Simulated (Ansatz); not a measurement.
## How Pd(100) screens a field

Where does the screening charge of Pd(100) sit?

Method: plane-wave DFT, PBE, Ansatz PAW, in Ansatz 0.2.0.

### Step 1. The starting structure

The cell holds 6 atoms: 6 Pd. Its edges and angles: a = 2.751 Å, b = 2.751 Å, c = 27.725 Å, α = 90.0°, β = 90.0°, γ = 90.0°. Vacuum lies along c.

### Step 2. Atoms held, field 0

A sawtooth potential applies the field, turning back in the middle of the vacuum. With the dipole correction the typed value is the field outside the slab. The induced dipole is small, so the SCF threshold is tight.

input.yaml reads:

```yaml
crystal:
  lattice:
    - [2.7506453788, 0.0, 0.0]
    - [0.0, 2.7506453788, 0.0]
    - [0.0, 0.0, 27.725]
  atoms:
    - { symbol: Pd, position: [0.5, 0.5, 0.3246167719] }
    - { symbol: Pd, position: [0.0, 0.0, 0.3947700631] }
    - { symbol: Pd, position: [0.5, 0.5, 0.4649233544] }
    - { symbol: Pd, position: [0.0, 0.0, 0.5350766456] }
    - { symbol: Pd, position: [0.5, 0.5, 0.6052299369] }
    - { symbol: Pd, position: [0.0, 0.0, 0.6753832281] }
kpoints:
  mp_grid: { grid: [18, 18, 1] }
hamiltonian:
  xc: pbe
scf:
  occupations: { method: fermi_dirac, width: 0.1 }
  convergence: { dr2_threshold: 1.0e-10 }
efield:
  axis: 3
  dipole_correction: true
  ramp_position: 0.97
  ramp_width: 0.06
  amplitude: 0
output:
  forces: true
  write_potential: true
  write_density: true
  volumetric_format: npy
```

Started as:

```
$ ansatz run input.yaml --threads 4 --pin off --max-ram 6144MiB --backend cpu --events-out ev --progress --plain --runs-dir out
```

Planned after this: atoms held, field 0.05 V/Å; single point, field -0.05 V/Å; atoms held, field 0.1 V/Å; single point, field -0.1 V/Å; atoms held, field 0.2 V/Å; atoms held, field -0.2 V/Å; atoms held, field 0.4 V/Å; the response; the same run with other settings; A changed input. Settings of the main run: cutoff 420 eV, 18×18×1 k-mesh, Fermi-Dirac occupations, smearing width 0.1 eV, metal Pd, face 100, 6 layers.

**Question.** What will these runs give for the work function; and image plane, upper face?

In the vacuum the potential turns flat, and its height over the Fermi level, 5.09 eV, is the work function of the face beside that plateau. The induced charge has its centre 1.52 Å outside the outermost atoms; this is the plane from which a capacitor's gap or an image potential counts. The equivalent conductor thickness exceeds the distance between the outer atoms by 3.08 Å, about the sum of the two image-plane distances.

| Property | Result |
| --- | --- |
| work function | 5.09 eV |
| image plane, upper face | 1.52 Å |
| equivalent conductor thickness p/(ε₀AE) | 12.8 Å |
| inner field over outer field | -0.00144 |

In the middle of the slab the field is screened to under 0.5 % of its outer value. The atoms are held at bulk positions with the tabulated experimental lattice constant.

[Logs are printed without paths, hosts, clocks, repeated set-up lines and the standing remarks that a program may print on its own settings, such as how far it seeks lower states.]

[Hosts, paths, dates, database ids (printed as entryN), source tags and the programs' standing remarks are cut or masked in the printed files.]

[Maps of the electrostatic potential energy from Ansatz leave out the sawtooth potential of an applied field or a dipole correction, so their vacuum need not be flat; planar profiles and work functions include it.]
